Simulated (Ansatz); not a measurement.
# Ba on Mo(110): change of the work function, part 2 of 3

Wanted: Δφ(θ) for Ba/Mo(110), starting from the hollow site.

Ansatz 0.2.0; plane-wave DFT, PBE, Ansatz PAW.

So far, work function, upper face (eV): step 2 (the clean slab) 4.60.

## 3. The covered slab, k-mesh 4×4×1, coverage 0.111 ML

System of this step: Ba/Mo(110). The cell holds 37 atoms: 36 Mo and 1 Ba. Its edges and angles: a = 8.184 Å, b = 8.184 Å, c = 28.109 Å, α = 90.0°, β = 90.0°, γ = 70.5°. Vacuum lies along c.

The clean slab as it ended is repeated in the plane and the adsorbate is set on one face; the cell's size fixes the coverage, and the k-mesh shrinks with it to keep the sampling density about even. Adsorbate and upper layers relax, since the dipole depends on the height.

Input file input.yaml:

```yaml
crystal:
  lattice:
    - [6.6821590821, -4.725, 0.0]
    - [6.6821590821, 4.725, 0.0]
    - [0.0, 0.0, 28.1090205161]
  atoms:
    - { symbol: Mo, position: [0.0, 0.0, 0.3201819144] }
    - { symbol: Mo, position: [0.1666666667, 0.1666666667, 0.3994228954] }
    - { symbol: Mo, position: [0.0, 0.0, 0.4794548464] }
    - { symbol: Mo, position: [0.1666666667, 0.1666666667, 0.5558058434] }
    - { symbol: Mo, position: [0.0, 0.3333333333, 0.3201819144] }
    - { symbol: Mo, position: [0.1666666667, 0.5, 0.3994228954] }
    - { symbol: Mo, position: [0.0, 0.3333333333, 0.4794548464] }
    - { symbol: Mo, position: [0.1666666667, 0.5, 0.5558058434] }
    - { symbol: Mo, position: [0.0, 0.6666666667, 0.3201819144] }
    - { symbol: Mo, position: [0.1666666667, 0.8333333333, 0.3994228954] }
    - { symbol: Mo, position: [0.0, 0.6666666667, 0.4794548464] }
    - { symbol: Mo, position: [0.1666666667, 0.8333333333, 0.5558058434] }
    - { symbol: Mo, position: [0.3333333333, 0.0, 0.3201819144] }
    - { symbol: Mo, position: [0.5, 0.1666666667, 0.3994228954] }
    - { symbol: Mo, position: [0.3333333333, 0.0, 0.4794548464] }
    - { symbol: Mo, position: [0.5, 0.1666666667, 0.5558058434] }
    - { symbol: Mo, position: [0.3333333333, 0.3333333333, 0.3201819144] }
    - { symbol: Mo, position: [0.5, 0.5, 0.3994228954] }
    - { symbol: Mo, position: [0.3333333333, 0.3333333333, 0.4794548464] }
    - { symbol: Mo, position: [0.5, 0.5, 0.5558058434] }
    - { symbol: Mo, position: [0.3333333333, 0.6666666667, 0.3201819144] }
    - { symbol: Mo, position: [0.5, 0.8333333333, 0.3994228954] }
    - { symbol: Mo, position: [0.3333333333, 0.6666666667, 0.4794548464] }
    - { symbol: Mo, position: [0.5, 0.8333333333, 0.5558058434] }
    - { symbol: Mo, position: [0.6666666667, 0.0, 0.3201819144] }
    - { symbol: Mo, position: [0.8333333333, 0.1666666667, 0.3994228954] }
    - { symbol: Mo, position: [0.6666666667, 0.0, 0.4794548464] }
    - { symbol: Mo, position: [0.8333333333, 0.1666666667, 0.5558058434] }
    - { symbol: Mo, position: [0.6666666667, 0.3333333333, 0.3201819144] }
    - { symbol: Mo, position: [0.8333333333, 0.5, 0.3994228954] }
    - { symbol: Mo, position: [0.6666666667, 0.3333333333, 0.4794548464] }
    - { symbol: Mo, position: [0.8333333333, 0.5, 0.5558058434] }
    - { symbol: Mo, position: [0.6666666667, 0.6666666667, 0.3201819144] }
    - { symbol: Mo, position: [0.8333333333, 0.8333333333, 0.3994228954] }
    - { symbol: Mo, position: [0.6666666667, 0.6666666667, 0.4794548464] }
    - { symbol: Mo, position: [0.8333333333, 0.8333333333, 0.5558058434] }
    - { symbol: Ba, position: [0.28, 0.28, 0.6798180856] }
kpoints:
  mp_grid: { grid: [4, 4, 1] }
hamiltonian:
  xc: pbe
scf:
  occupations: { method: fermi_dirac, width: 0.1 }
  convergence: { dr2_threshold: 1.0e-08 }
efield:
  axis: 3
  dipole_correction: true
  ramp_position: 0.97
  ramp_width: 0.06
relax:
  f_tol: 0.02
  max_steps: 60
  constraints:
    - { sites: [0, 1, 4, 5, 8, 9, 12, 13, 16, 17, 20, 21, 24, 25, 28, 29, 32, 33] }
output:
  write_potential: true
  write_density: true
  volumetric_format: npy
```

Run with:

```sh
> ansatz run input.yaml --threads 4 --pin off --max-ram 16384MiB --backend cpu --events-out ev --progress --plain --runs-dir out
```

Standard output:

```text
[...]
Crystal: 37 atoms, lattice volume = 1774.984 Å³
Basis set: ecut = 420 eV, 34781 PW (Γ), exchange–correlation on 120×120×384 points (8 copies of the dense FFT grid, shifted against one another)
Bands: 309, of which v1, the nominal top of the filled ones, is band 257 counted from 1 (256 counted from 0)
Symmetry: 2 space group operations
[...]
k-points: 7 of 16 (time reversal used)
[...]
SCF iter   1: F=—  HF=-184345.877864 eV  |F-HF|=—  |Δ(HF+E_count)|=         —  Δρ=6.51e-3  dr2=3.36e1  ethr=1.77e-3  p=1.285 e·Å  D=1.31e-1 V/Å  ΔV_dip=-3.68 eV  dr2_dipole=2.52e1  V_vac-E_F(+/−)=1.32/5.00 eV  ⟨swp⟩=11.6  Hψ=12179  notcnv=0
[...]
SCF iter  12: F=-184345.327452 eV  HF=-184345.327452 eV  |F-HF|=5.38e-9  |Δ(HF+E_count)|=   1.37e-9  Δρ=3.63e-7  dr2=6.61e-9  ethr=1.95e-12  p=0.932 e·Å  D=9.50e-2 V/Å  ΔV_dip=-2.67 eV  dr2_dipole=3.17e-10  V_vac-E_F(+/−)=1.99/4.66 eV  ⟨swp⟩=11.6  Hψ=16268  notcnv=0
SCF 1 converged in 12 iterations: F = -184345.327452 eV  dr2 = 6.61e-9
[...]
relax step   1: F+E_penalty+E_count = -184345.32745247 eV  Δ(F+E_penalty+E_count) = +0.000e0 eV  max|allowed force component| = 1.557e0 eV/Å  Δτ_max = 0.0000 Å  (12 SCF iters, accepted)
[...]
SCF iter   1: F=—  HF=-184345.678064 eV  |F-HF|=—  |Δ(HF+E_count)|=         —  Δρ=2.38e-3  dr2=5.22e-1  ethr=7.43e-5  p=0.932 e·Å  D=9.50e-2 V/Å  ΔV_dip=-2.67 eV  dr2_dipole=1.25e-1  V_vac-E_F(+/−)=2.00/4.67 eV  ⟨swp⟩=2.0  Hψ=7533  notcnv=0
[...]
eigensolver tolerance schedule calibrated: the retry pair's looser diagonalisation under-reported the residual by θ = 0.27 (0.17/decade); ethr = c·dr2/N_el runs at the constant in force after the calibration composes with the one it found (an armed cap, an earlier calibration), c = 3.6e-2
[...]
SCF iter   2: F=—  HF=-184345.652905 eV  |F-HF|=—  |Δ(HF+E_count)|=   2.52e-2  Δρ=1.06e-3  dr2=6.52e-2  ethr=3.69e-5  p=0.949 e·Å  D=9.67e-2 V/Å  ΔV_dip=-2.72 eV  dr2_dipole=5.78e-5  V_vac-E_F(+/−)=1.94/4.66 eV  ⟨swp⟩=2.4  Hψ=3349  notcnv=0
[...]
SCF iter  10: F=-184345.649188 eV  HF=-184345.649188 eV  |F-HF|=3.49e-10  |Δ(HF+E_count)|=   6.78e-9  Δρ=1.95e-7  dr2=1.82e-9  ethr=1.00e-12  p=0.962 e·Å  D=9.80e-2 V/Å  ΔV_dip=-2.76 eV  dr2_dipole=2.92e-12  V_vac-E_F(+/−)=1.90/4.66 eV  ⟨swp⟩=11.3  Hψ=14377  notcnv=0
SCF 2 converged in 10 iterations: F = -184345.649188 eV  dr2 = 1.82e-9
relax step   2: F+E_penalty+E_count = -184345.64918773 eV  Δ(F+E_penalty+E_count) = -3.217e-1 eV  max|allowed force component| = 1.367e0 eV/Å  Δτ_max = 0.1949 Å  (10 SCF iters, accepted)
SCF iter   1: F=—  HF=-184345.919044 eV  |F-HF|=—  |Δ(HF+E_count)|=         —  Δρ=2.42e-3  dr2=9.40e-1  ethr=8.73e-4  p=0.962 e·Å  D=9.80e-2 V/Å  ΔV_dip=-2.76 eV  dr2_dipole=2.67e-1  V_vac-E_F(+/−)=1.92/4.67 eV  ⟨swp⟩=6.4  Hψ=5031  notcnv=0
[...]
SCF iter  10: F=-184345.885171 eV  HF=-184345.885171 eV  |F-HF|=7.51e-9  |Δ(HF+E_count)|=   6.49e-9  Δρ=2.54e-7  dr2=1.63e-9  ethr=1.95e-12  p=0.940 e·Å  D=9.58e-2 V/Å  ΔV_dip=-2.69 eV  dr2_dipole=1.13e-11  V_vac-E_F(+/−)=1.96/4.66 eV  ⟨swp⟩=10.9  Hψ=15651  notcnv=0
SCF 3 converged in 10 iterations: F = -184345.885171 eV  dr2 = 1.63e-9
[...]
relax step   3: F+E_penalty+E_count = -184345.88517133 eV  Δ(F+E_penalty+E_count) = -2.360e-1 eV  max|allowed force component| = 8.430e-1 eV/Å  Δτ_max = 0.1939 Å  (10 SCF iters, accepted)
[...]
relax step   4: F+E_penalty+E_count = -184345.99170711 eV  Δ(F+E_penalty+E_count) = -1.065e-1 eV  max|allowed force component| = 1.530e-1 eV/Å  Δτ_max = 0.1987 Å  (10 SCF iters, accepted)
[...]
relax step   5: F+E_penalty+E_count = -184346.01315412 eV  Δ(F+E_penalty+E_count) = -2.145e-2 eV  max|allowed force component| = 1.397e-1 eV/Å  Δτ_max = 0.2000 Å  (10 SCF iters, accepted)
[...]
relax step   6: F+E_penalty+E_count = -184346.02496413 eV  Δ(F+E_penalty+E_count) = -1.181e-2 eV  max|allowed force component| = 2.286e-1 eV/Å  Δτ_max = 0.1787 Å  (10 SCF iters, accepted)
[...]
relax step   7: F+E_penalty+E_count = -184346.03845044 eV  Δ(F+E_penalty+E_count) = -1.349e-2 eV  max|allowed force component| = 2.877e-2 eV/Å  Δτ_max = 0.2000 Å  (10 SCF iters, accepted)
[...]
relax step   8: F+E_penalty+E_count = -184346.04059367 eV  Δ(F+E_penalty+E_count) = -2.143e-3 eV  max|allowed force component| = 1.713e-2 eV/Å  Δτ_max = 0.1084 Å  (9 SCF iters, accepted)
SCF iter   1: F=—  HF=-184346.037896 eV  |F-HF|=—  |Δ(HF+E_count)|=         —  Δρ=3.54e-4  dr2=6.77e-3  ethr=1.51e-5  p=0.871 e·Å  D=8.88e-2 V/Å  ΔV_dip=-2.50 eV  dr2_dipole=3.64e-4  V_vac-E_F(+/−)=2.17/4.67 eV  ⟨swp⟩=4.4  Hψ=4496  notcnv=0
[...]
SCF iter   8: F=-184346.040838 eV  HF=-184346.040838 eV  |F-HF|=3.90e-9  |Δ(HF+E_count)|=   2.76e-8  Δρ=3.27e-7  dr2=8.84e-9  ethr=1.95e-12  p=0.872 e·Å  D=8.89e-2 V/Å  ΔV_dip=-2.50 eV  dr2_dipole=2.36e-9  V_vac-E_F(+/−)=2.17/4.67 eV  ⟨swp⟩=8.3  Hψ=17922  notcnv=0
SCF 9 converged in 8 iterations: F = -184346.040838 eV  dr2 = 8.84e-9
relax step   9: F+E_penalty+E_count = -184346.04083815 eV  Δ(F+E_penalty+E_count) = -2.445e-4 eV  max|allowed force component| = 9.205e-3 eV/Å  Δτ_max = 0.0484 Å  (8 SCF iters, accepted)
NSCF: frozen V_eff on 7 k-points
[...]
SCF converged after 8 iterations
Free energy (F): -184346.040838 eV
[...]
Internal energy: -184344.974818 eV  (E = F + TS)
E sigma→0 (E₀):  -184345.507828 eV
Entropy (-TS):   -1.066021 eV (-28.811 meV/atom)
Fermi energy:    4.742118 eV
Dipole field:    D = 0.088869 V/Å  (p = 0.871728 e·Å, saw-weighted, corrected)
Work function:   Φ+ = 2.1699 eV   Φ− = 4.6679 eV
[...]
--- Forces (eV/Å), atoms counted from 1 ---
  atom   1  Mo    -0.01389146    -0.00000000     0.50832176
  atom   2  Mo    -0.03780242    -0.00000000    -0.51436258
  atom   3  Mo    -0.00431793    -0.00000000    -0.00022779
  atom   4  Mo    -0.00017572    -0.00000000    -0.00113463
  atom   5  Mo     0.00164099     0.00275521     0.50295497
  atom   6  Mo     0.00057985    -0.01327047    -0.49924413
  atom   7  Mo    -0.00001802     0.00317783    -0.00120565
  atom   8  Mo     0.00231164     0.00219025    -0.00130511
  atom   9  Mo    -0.00010825     0.00378621     0.51532387
  atom  10  Mo    -0.01830225    -0.01351697    -0.49722733
  atom  11  Mo    -0.00202628    -0.00377464    -0.00206109
  atom  12  Mo     0.00050715     0.00146428     0.00127029
  atom  13  Mo     0.00164099    -0.00275521     0.50295497
  atom  14  Mo     0.00057985     0.01327047    -0.49924413
  atom  15  Mo    -0.00001802    -0.00317783    -0.00120565
  atom  16  Mo     0.00231164    -0.00219025    -0.00130511
  atom  17  Mo    -0.00004788     0.00000000     0.49275196
  atom  18  Mo     0.04052041     0.00000000    -0.51575892
  atom  19  Mo    -0.00483451     0.00000000     0.00146884
  atom  20  Mo     0.00079913     0.00000000    -0.00168117
  atom  21  Mo    -0.00177982     0.00299155     0.50298847
  atom  22  Mo     0.02079483     0.01323685    -0.49722071
  atom  23  Mo    -0.00206845     0.00920461     0.00179613
  atom  24  Mo     0.00160390    -0.00138944     0.00120071
  atom  25  Mo    -0.00010825    -0.00378621     0.51532387
  atom  26  Mo    -0.01830225     0.01351697    -0.49722733
  atom  27  Mo    -0.00202628     0.00377464    -0.00206109
  atom  28  Mo     0.00050715    -0.00146428     0.00127029
  atom  29  Mo    -0.00177982    -0.00299155     0.50298847
  atom  30  Mo     0.02079483    -0.01323685    -0.49722071
  atom  31  Mo    -0.00206845    -0.00920461     0.00179613
  atom  32  Mo     0.00160390     0.00138944     0.00120071
  atom  33  Mo     0.01390280     0.00000000     0.50817650
  atom  34  Mo     0.00127962     0.00000000    -0.53527844
  atom  35  Mo    -0.00125044     0.00000000    -0.00180169
  atom  36  Mo     0.00023884     0.00000000     0.00037341
  atom  37  Ba    -0.00069828     0.00000000     0.00466048
  max |Σ_I F_I| component: 4.86e-5 eV/Å
--- Band table (eV; the first three rows and the last of 7) ---
  k-point 0: bands = [... 253 lower, 4.5335, 4.5720, 4.8163, 4.8308, 5.0772, 5.0908, 5.1376, 5.3325, ... 48 higher]
  k-point 1: bands = [... 253 lower, 4.6571, 4.7110, 4.8904, 4.9473, 4.9797, 5.0390, 5.0646, 5.1272, ... 48 higher]
  k-point 2: bands = [... 253 lower, 4.5686, 4.5767, 4.7110, 4.7612, 4.7975, 4.8094, 4.8394, 5.0423, ... 48 higher]
  k-point 6: bands = [... 253 lower, 4.2645, 4.2789, 4.3199, 4.3456, 4.4238, 4.4623, 4.4692, 4.5567, ... 48 higher]
--- Relaxed structure (9 steps of the walk, 9 accepted, 0 SCFs on fresh bases) ---
  F+E_penalty+E_count = -184346.04083815 eV   max|allowed force component| = 9.205e-3 eV/Å
  atoms:
    - { symbol: Mo, position: [0.0, 0.0, 0.320182] }
    - { symbol: Mo, position: [0.1666666667, 0.1666666667, 0.399423] }
    - { symbol: Mo, position: [3.467288e-5, 3.467288e-5, 0.479528] }
    - { symbol: Mo, position: [0.166528, 0.166528, 0.556376] }
    - { symbol: Mo, position: [0.0, 0.333333, 0.320182] }
    - { symbol: Mo, position: [0.166667, 0.5, 0.399423] }
    - { symbol: Mo, position: [-0.00126165, 0.333217, 0.479063] }
    - { symbol: Mo, position: [0.164704, 0.501945, 0.555303] }
    - { symbol: Mo, position: [-5.551115e-17, 0.666667, 0.320182] }
    - { symbol: Mo, position: [0.166667, 0.8333333333, 0.399423] }
    - { symbol: Mo, position: [-9.267144e-5, 0.666817, 0.479418] }
    - { symbol: Mo, position: [0.168064, 0.833174, 0.556986] }
    - { symbol: Mo, position: [0.333333, 0.0, 0.320182] }
    - { symbol: Mo, position: [0.5, 0.166667, 0.399423] }
    - { symbol: Mo, position: [0.333217, -0.00126165, 0.479063] }
    - { symbol: Mo, position: [0.501945, 0.164704, 0.555303] }
    - { symbol: Mo, position: [0.333333, 0.333333, 0.320182] }
    - { symbol: Mo, position: [0.5, 0.5, 0.399423] }
    - { symbol: Mo, position: [0.333363, 0.333363, 0.478684] }
    - { symbol: Mo, position: [0.500167, 0.500167, 0.556364] }
    - { symbol: Mo, position: [0.3333333333, 0.666667, 0.320182] }
    - { symbol: Mo, position: [0.500000, 0.833333, 0.399423] }
    - { symbol: Mo, position: [0.333530, 0.667929, 0.479052] }
    - { symbol: Mo, position: [0.498619, 0.833486, 0.556992] }
    - { symbol: Mo, position: [0.666667, -5.551115e-17, 0.320182] }
    - { symbol: Mo, position: [0.8333333333, 0.166667, 0.399423] }
    - { symbol: Mo, position: [0.666817, -9.267144e-5, 0.479418] }
    - { symbol: Mo, position: [0.833174, 0.168064, 0.556986] }
    - { symbol: Mo, position: [0.666667, 0.3333333333, 0.320182] }
    - { symbol: Mo, position: [0.833333, 0.500000, 0.399423] }
    - { symbol: Mo, position: [0.667929, 0.333530, 0.479052] }
    - { symbol: Mo, position: [0.833486, 0.498619, 0.556992] }
    - { symbol: Mo, position: [0.6666666667, 0.6666666667, 0.320182] }
    - { symbol: Mo, position: [0.8333333333, 0.8333333333, 0.399423] }
    - { symbol: Mo, position: [0.666699, 0.666699, 0.479533] }
    - { symbol: Mo, position: [0.833351, 0.833351, 0.556254] }
    - { symbol: Ba, position: [0.333589, 0.333589, 0.656245] }
```

It took 29 min on 4 threads of Arm Neoverse V1, shared host; peak memory 9.9 GiB; 2 h of CPU time.

Step by step:

```tsv
step	energy less that of the first step (eV)	largest force component (eV/Å)
1	0.0000	1.5573
2	-0.3217	1.3675
3	-0.5577	0.8430
4	-0.6643	0.1530
5	-0.6857	0.1397
6	-0.6975	0.2286
7	-0.7110	0.0288
8	-0.7131	0.0171
9	-0.7134	0.0092
```

The run keeps the 2 symmetry operations that the program found, so distortions that break them were not tested.

The atoms that moved most (Å):

```tsv
atom	dx	dy	dz	length
Ba37	0.716	0.000	-0.663	0.976
Mo24	-0.008	0.007	0.033	0.035
Mo32	-0.008	-0.007	0.033	0.035
Mo12	0.008	-0.007	0.033	0.035
Mo28	0.008	0.007	0.033	0.035
Mo16	0.000	-0.018	-0.014	0.023
Mo8	0.000	0.018	-0.014	0.023
Mo19	0.000	0.000	-0.022	0.022
```

Final coordinates:

```cif
data_structure
_symmetry_space_group_name_H-M 'P 1'
_symmetry_Int_Tables_number 1
_cell_length_a 8.1839
_cell_length_b 8.1839
_cell_length_c 28.1090
_cell_angle_alpha 90.000
_cell_angle_beta 90.000
_cell_angle_gamma 70.529
_cell_volume 1774.98
loop_
_atom_site_label
_atom_site_type_symbol
_atom_site_fract_x
_atom_site_fract_y
_atom_site_fract_z
_atom_site_occupancy
Mo1 Mo 0.00000 0.00000 0.32018 1
Mo2 Mo 0.16667 0.16667 0.39942 1
Mo3 Mo 0.00003 0.00003 0.47953 1
Mo4 Mo 0.16653 0.16653 0.55638 1
Mo5 Mo 0.00000 0.33333 0.32018 1
Mo6 Mo 0.16667 0.50000 0.39942 1
Mo7 Mo 0.99874 0.33322 0.47906 1
Mo8 Mo 0.16470 0.50194 0.55530 1
Mo9 Mo 0.00000 0.66667 0.32018 1
Mo10 Mo 0.16667 0.83333 0.39942 1
Mo11 Mo 0.99991 0.66682 0.47942 1
Mo12 Mo 0.16806 0.83317 0.55699 1
Mo13 Mo 0.33333 0.00000 0.32018 1
Mo14 Mo 0.50000 0.16667 0.39942 1
Mo15 Mo 0.33322 0.99874 0.47906 1
Mo16 Mo 0.50194 0.16470 0.55530 1
Mo17 Mo 0.33333 0.33333 0.32018 1
Mo18 Mo 0.50000 0.50000 0.39942 1
Mo19 Mo 0.33336 0.33336 0.47868 1
Mo20 Mo 0.50017 0.50017 0.55636 1
Mo21 Mo 0.33333 0.66667 0.32018 1
Mo22 Mo 0.50000 0.83333 0.39942 1
Mo23 Mo 0.33353 0.66793 0.47905 1
Mo24 Mo 0.49862 0.83349 0.55699 1
Mo25 Mo 0.66667 0.00000 0.32018 1
Mo26 Mo 0.83333 0.16667 0.39942 1
Mo27 Mo 0.66682 0.99991 0.47942 1
Mo28 Mo 0.83317 0.16806 0.55699 1
Mo29 Mo 0.66667 0.33333 0.32018 1
Mo30 Mo 0.83333 0.50000 0.39942 1
Mo31 Mo 0.66793 0.33353 0.47905 1
Mo32 Mo 0.83349 0.49862 0.55699 1
Mo33 Mo 0.66667 0.66667 0.32018 1
Mo34 Mo 0.83333 0.83333 0.39942 1
Mo35 Mo 0.66670 0.66670 0.47953 1
Mo36 Mo 0.83335 0.83335 0.55625 1
Ba37 Ba 0.33359 0.33359 0.65624 1
```

Read from the output:

- energy at zero smearing: -184345.5078 eV
- work function, upper face: 2.170 eV
- work function, lower face: 4.668 eV
- dipole along the normal: 0.8717 e·Å
- step between the vacuum levels: -2.498 eV

Running mean over 2.227 Å of the planar mean; the ramp of the sawtooth is left out. Table of electron's electrostatic potential energy less the Fermi level by z:

```tsv
z (Å)	electron's electrostatic potential energy less the Fermi level (eV)
3.5	4.67
4.0	4.67
4.5	4.66
5.0	4.66
5.5	4.63
6.0	4.53
6.5	4.21
7.0	3.18
7.5	-0.144
8.0	-5.99
8.5	-10.8
9.0	-12.4
9.5	-12.6
10.0	-12.7
10.5	-12.8
11.0	-12.9
11.5	-12.9
12.0	-12.8
12.5	-12.8
13.0	-12.8
13.5	-13.0
14.0	-13.2
14.5	-13.4
15.0	-13.1
15.5	-12.6
16.0	-11.6
16.5	-7.87
17.0	-2.55
17.5	0.669
18.0	1.16
18.5	0.931
19.0	0.896
19.5	1.20
20.0	1.65
20.5	1.97
21.0	2.09
21.5	2.14
22.0	2.16
22.5	2.16
23.0	2.17
23.5	2.17
24.0	2.17
24.5	2.17
25.0	2.17
```

The relaxation took 9 steps and lowered the energy by 0.71 eV; the largest force on the free atoms ends at 0.0092 eV/Å.

The covered face has 2.17 eV, -2.43 eV against the clean one; the bare back face has moved by -0.03 eV, a measure of how thin the slab is.

(Part 2 of 3 ends here.)

[Long decimals in the printed logs are rounded to 6 places.]

[Logs are printed without paths, hosts, clocks, repeated set-up lines and the standing remarks that a program may print on its own settings, such as how far it seeks lower states.]

[Hosts, paths, dates, database ids (printed as entryN), source tags and the programs' standing remarks are cut or masked in the printed files.]

[Maps of the electrostatic potential energy from Ansatz leave out the sawtooth potential of an applied field or a dipole correction, so their vacuum need not be flat; planar profiles and work functions include it.]
